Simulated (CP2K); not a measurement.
The O K edge of propiolic acid was computed by TDDFT (CP2K XAS_TDP, aug-cc-pVDZ, TDA) at these levels: PBE0, PBEh(45%) and PBEh(45%) + GW2X. The first three lines of O4 (bonded to C and H) with a strength over 0.0015, energy in eV and strength:

| run | first | second | third |
| --- | --- | --- | --- |
| 1 | 521.21 (0.011) | 523.14 (0.009) | 523.90 (0.005) |
| 2 | 535.32 (0.014) | 536.84 (0.020) | 538.43 (0.014) |
| 3 | 530.07 (0.014) | 531.60 (0.021) | 533.19 (0.014) |

**Question.** Which run is which?

Run 1: PBE0 (25 % exact exchange). Run 2: PBEh(45%) + GW2X (45 % exact exchange). Run 3: PBEh(45%) (45 % exact exchange). Self-interaction lifts the core level, so the uncorrected lines rise with the share of exact exchange. The GW2X run keeps the spacings of its parent: 1.52 eV between the first two lines in run 2, 1.53 eV in run 3. Its shift is +5.25 eV, since the Kohn–Sham level at this share of exchange lies that far above the quasiparticle level.

[Hosts, paths, dates, database ids (printed as entryN), source tags and the programs' standing remarks are cut or masked in the printed files.]
